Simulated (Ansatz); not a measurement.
# SrScSiH (built on the sites of a database entry of SrAlSiH): relaxing the cell for a phonon run

Wanted: the relaxed cell of SrScSiH (built on the sites of a database entry of SrAlSiH).

Main program and level: Ansatz 0.2.0; DFT LDA, scalar-relativistic, plane waves, PAW.

Most raw output is cut from this account.

The structure was built from a prototype and need not be the compound's stable phase.

### Step 1. The starting structure

Symmetry: P3m1, No. 156, trigonal system. The conventional cell has a = 4.533 Å, b = 4.533 Å, c = 5.321 Å, α = 90.00°, β = 90.00°, γ = 120.00°. Nearest to Sr lie 3 H at 2.68 Å and 3 Si at 3.53 Å. Nearest to Sc lie 1 H at 1.88 Å and 3 Si at 2.66 Å. Nearest to Si lie 3 Sc at 2.66 Å and 3 Sr at 3.53 Å and 3 H at 3.54 Å. Nearest to H lie 1 Sc at 1.88 Å and 3 Sr at 2.68 Å. Farther neighbours are not listed.

### Step 2. Probe on a coarse mesh

First a cheap look: the gap decides the mesh and the occupations, the pressure tells how far the cell has to move.

Input file input.yaml:

```yaml
crystal:
  lattice:
    - [4.53293, 0.0, 0.0]
    - [-2.26646, 3.92563, 0.0]
    - [0.0, 0.0, 5.3211]
  atoms:
    - { symbol: Sr, position: [0.0, 0.0, 0.000185] }
    - { symbol: Sc, position: [0.66666667, 0.33333333, 0.460426] }
    - { symbol: Si, position: [0.33333333, 0.66666667, 0.554735] }
    - { symbol: H, position: [0.66666667, 0.33333333, 0.107654] }
kpoints:
  mp_grid: { grid: [6, 6, 4] }
hamiltonian:
  xc: lda
scf:
  occupations: { method: gaussian, width: 0.1 }
output:
  forces: true
  stress: true
  eigenvalues: true
```

Command:

```bash
$ ansatz run input.yaml --threads 8 --pin off --max-ram 14336MiB --backend cpu --events-out ev --progress --plain --runs-dir out
```

Run time: 0.84 s. Hardware: 8 threads of Arm Neoverse V1, shared host; peak memory 0.39 GiB; 4.8 s of CPU time.

A gap read on the k-mesh alone can miss the band edges.

This step gave:

```yaml
pressure: -4.162 GPa
volume_per_atom: 23.67 Å³
gap_on_the_k_mesh: 0.4946 eV
direct_gap_on_mesh: 0.8619 eV
```

The coarse mesh shows a gap of 0.49 eV and a pressure of -4.2 GPa.

### Step 3. Coarse relaxation

The start is far from rest, so a relaxation with loose tolerances brings it close first.

Changes to input.yaml since step 2:

```diff
@@ -20 +20,6 @@
   eigenvalues: true
+relax:
+  adjacent_minimum: "off"
+  f_tol: 0.05
+  max_steps: 80
+  cell: { stress_tol: 0.5 }
```

Run time: 7.4 s. Hardware: 8 threads; peak memory 0.51 GiB; 47 s of CPU time.

Step by step:

```tsv
step	energy less that of the first step (eV)	largest force component (eV/Å)	pressure (GPa)	volume (Å³)
1	0.0000	1.0205	-4.16	94.69
2	-0.1863	0.8001	0.23	84.91
3	-0.3060	0.3123	0.22	81.87
4	-0.3467	0.4963	0.29	80.34
5	-0.4305	0.6269	0.23	78.30
6	-0.4870	0.2293	-0.49	77.10
7	-0.5244	0.0104	0.33	76.98
8*	-0.5230	0.0105	0.31	76.98
```

Relaxation steps marked * repeat the geometry before them on a plane-wave basis chosen anew for their cell, so energy and pressure can jump there.

Forces are held to the 6 operations that the run works with; a distortion that breaks them can't arise in this run.

```tsv
cell as run	before	after	change
a (Å)	4.533	4.521	-0.3 %
b (Å)	4.533	4.521	-0.3 %
c (Å)	5.321	4.350	-18.3 %
volume (Å³/atom)	23.67	19.25	-18.7 %
```

The atoms that moved most (Å, as changes of fractional coordinates times the final cell):

```tsv
atom	dx	dy	dz	length
H4	0.000	0.000	-0.338	0.338
Sc2	0.000	0.000	0.305	0.305
Sr1	0.000	0.000	0.133	0.133
Si3	0.000	0.000	-0.100	0.100
```

Final coordinates:

```xyz
4
Lattice="4.5206 0.0000 0.0000 -2.2603 3.9150 0.0000 0.0000 0.0000 4.3496" Properties=species:S:1:pos:R:3 pbc="T T T"
Sr    0.0000    0.0000    0.1340
Sc    2.2603    1.3050    2.3074
Si    0.0000    2.6100    2.3132
H     2.2603    1.3050    0.1300
```

Numbers from this step:

```
pressure          : 0.3123 GPa
volume per atom   : 19.25 Å³
gap on the k-mesh : 0 eV
```

In this step the volume went from 23.67 to 19.25 Å³/atom.

### Step 4. Bringing the structure to rest

The cell and atoms are relaxed, since residual forces and stress would shift the frequencies.

Input file input.yaml:

```yaml
crystal:
  lattice:
    - [4.5206354406, -2.8789e-06, 0.0]
    - [-2.2603152271, 3.9149865723, 0.0]
    - [0.0, 0.0, 4.349629466]
  atoms:
    - { symbol: Sr, position: [0.0, 0.0, 0.0308015679] }
    - { symbol: Sc, position: [0.6666666667, 0.3333333333, 0.5304890811] }
    - { symbol: Si, position: [0.3333333333, 0.6666666667, 0.5318239012] }
    - { symbol: H, position: [0.6666666667, 0.3333333333, 0.0298854498] }
kpoints:
  mp_grid: { grid: [12, 12, 10] }
hamiltonian:
  xc: lda
scf:
  occupations: { method: gaussian, width: 0.1 }
output:
  forces: true
  stress: true
  eigenvalues: true
relax:
  adjacent_minimum: "off"
  f_tol: 0.005
  max_steps: 80
  cell: { stress_tol: 0.05 }
```

Wall time 24 s (8 threads); peak memory 0.67 GiB; 3 min of CPU time.

The steps of the relaxation:

```tsv
step	energy less that of the first step (eV)	largest force component (eV/Å)	pressure (GPa)	volume (Å³)
1	0.0000	0.0105	0.28	76.98
2	0.0000	0.0076	-0.23	77.65
3	0.0001	0.0602	-0.02	77.37
4	-0.0002	0.0036	-0.06	77.43
5	-0.0003	0.0002	0.00	77.34
6*	-0.0004	0.0002	0.00	77.34
```

Relaxation steps marked * repeat the geometry before them on a plane-wave basis chosen anew for their cell, so energy and pressure can jump there. Relaxation step 3 was tried and not accepted.

Forces are held to the 6 operations that the run works with; a distortion that breaks them can't arise in this run.

```tsv
cell as run	before	after	change
a (Å)	4.521	4.527	+0.1 %
b (Å)	4.521	4.527	+0.1 %
c (Å)	4.350	4.357	+0.2 %
volume (Å³/atom)	19.25	19.33	+0.5 %
```

Final coordinates:

```xyz
4
Lattice="4.5271 0.0000 0.0000 -2.2635 3.9206 0.0000 0.0000 0.0000 4.3575" Properties=species:S:1:pos:R:3 pbc="T T T"
Sr    0.0000    0.0000    0.1340
Sc    2.2635    1.3069    2.3127
Si    0.0000    2.6137    2.3126
H     2.2635    1.3069    0.1341
```

Numbers from this step:

```yaml
pressure: -0.001336 GPa
volume_per_atom: 19.33 Å³
```

In this step the volume went from 19.25 to 19.33 Å³/atom.

### Step 5. Relaxing to small forces for the phonons

Phonons need a cell at rest on their own settings, so the relaxation is repeated with tight tolerances on forces and stress, using the mesh and the filling of the phonon run that follows.

Input file input.yaml:

```yaml
crystal:
  lattice:
    - [4.527072831, -2.883e-06, 0.0]
    - [-2.2635339187, 3.9205615179, 0.0]
    - [0.0, 0.0, 4.35746918]
  atoms:
    - { symbol: Sr, position: [0.0, 0.0, 0.0307507579] }
    - { symbol: Sc, position: [0.6666666667, 0.3333333333, 0.5307530031] }
    - { symbol: Si, position: [0.3333333333, 0.6666666667, 0.5307314506] }
    - { symbol: H, position: [0.6666666667, 0.3333333333, 0.0307647885] }
kpoints:
  mp_grid: { grid: [12, 12, 12] }
hamiltonian:
  xc: lda
scf:
  occupations: { method: methfessel_paxton, width: 0.2 }
output:
  forces: true
  stress: true
  eigenvalues: true
  write_density: true
  write_potential: true
  elf: true
  volumetric_format: npy
relax:
  adjacent_minimum: "off"
  f_tol: 0.001
  max_steps: 60
  cell: { stress_tol: 0.01 }
```

Elapsed: 24 s, on 8 threads; peak memory 0.71 GiB; 3 min of CPU time.

Little changed from the start: no atom moved by 0.005 Å and no cell edge by 0.1 %.

This step gave:

```yaml
pressure: -2.16e-4 GPa
volume_per_atom: 19.34 Å³
```

ELF in the ac plane at fractional y = 0.333, with atoms of Sc and H within 0.2 Å of it. It is the smooth field of the valence electrons, not physical close to the nuclei.

Ten even steps from '0' (0.60 × 1e-1) to '9' (9.98 × 1e-1), each cell a mean:
```
00000027999840
00000013566410
22222100010001
56665201454101
57776214666511
57876215513621
57876215634621
57776203666401
44544200232001
11111101111101
00000025888620
00000038999940
00000038999950
```
Columns run along a (4.5 Å), rows up along c (4.4 Å). Atoms in or near the plane, at fractional coordinates: Sc at (0.67, 0.53), H at (0.67, 0.03).

Electrostatic potential energy in the ac plane at fractional y = 0.333, with atoms of Sc and H within 0.2 Å of it. With pseudopotentials it is smooth inside the atoms' cores, unlike the true potential.

Ten even steps from '_' (-47 eV) to '@' (10 eV), each cell a mean:
```
@@@@@@@@@@@@@@@@@@##%%@@@@@@
@@@@@@@@@@@@@@@@@@@@@@@@@@@@
@@@@@@@@@@@@@@@@%%%%%%@@@@@@
@@@@@@@@@@@@@@##**++++##%%@@
@@@@@@@@@@@@%%**::__..++##@@
@@@@@@@@@@@@##==______--##@@
@@@@@@@@@@@@##==______--##@@
@@@@@@@@@@@@%%**==::--**%%@@
@@@@@@@@@@@@@@%%##**##%%@@@@
@@@@@@@@@@@@@@@@@@@@@@@@@@@@
@@@@@@@@@@@@@@@@@@@@@@@@@@@@
@@@@@@@@@@@@@@@@%%++##@@@@@@
@@@@@@@@@@@@@@@@**..==@@@@@@
```
Columns run along a (4.5 Å; values clipped at the 3rd and 97th percentile), rows up along c (4.4 Å). Atoms in or near the plane, at fractional coordinates: Sc at (0.67, 0.53), H at (0.67, 0.03).

Valence density in the ac plane at fractional y = 0.333, with atoms of Sc and H within 0.2 Å of it. It is the smooth field of the valence electrons, not physical close to the nuclei.

Ten steps, logarithmic in the rise over the least value, from '0' (0.1 e/Å³) to '9' (7.1 e/Å³), each cell a mean:
```
00100002344210
00000001222100
00000001222100
11111113565311
12221135898631
22222237999842
22222236999742
11111124787521
11111012454210
00000001222100
00000001233200
00100002454210
00110012465310
```
Columns run along a (4.5 Å), rows up along c (4.4 Å). Atoms in or near the plane, at fractional coordinates: Sc at (0.67, 0.53), H at (0.67, 0.03).

The largest force component left is 0.024 meV/Å and the pressure is 0.000 GPa, within the tolerances set. The cell now holds 19.34 Å³/atom. Within 0.01 Å the structure now has space group P-6m2, not the P3m1 of the start.

### Step 6. Outcome

| Item | Value |
| --- | --- |
| space group after relaxation (within 0.01 Å) | P-6m2 |
| lattice constant a | 4.526 Å |
| lattice constant b | 4.526 Å |
| lattice constant c | 4.361 Å |
| volume per atom | 19.3 Å³ |

**Reading.** The largest force component left is 0.024 meV/Å and the pressure is 0.000 GPa, within the tolerances set. The cell now holds 19.34 Å³/atom. Within 0.01 Å the structure now has space group P-6m2, not the P3m1 of the start. The relaxation keeps the symmetry of its start, so it says nothing on stability against lower symmetry. The relaxed cell left the space group of the starting entry, even within 0.1 Å, so it may not be the phase that the entry, or a measurement on it, describes. The starting cell was built on a prototype and not taken from a measurement, so the phase need not exist.

[Logs are printed without paths, hosts, clocks, repeated set-up lines and the standing remarks that a program may print on its own settings, such as how far it seeks lower states.]

[Hosts, paths, dates, database ids (printed as entryN), source tags and the programs' standing remarks are cut or masked in the printed files.]
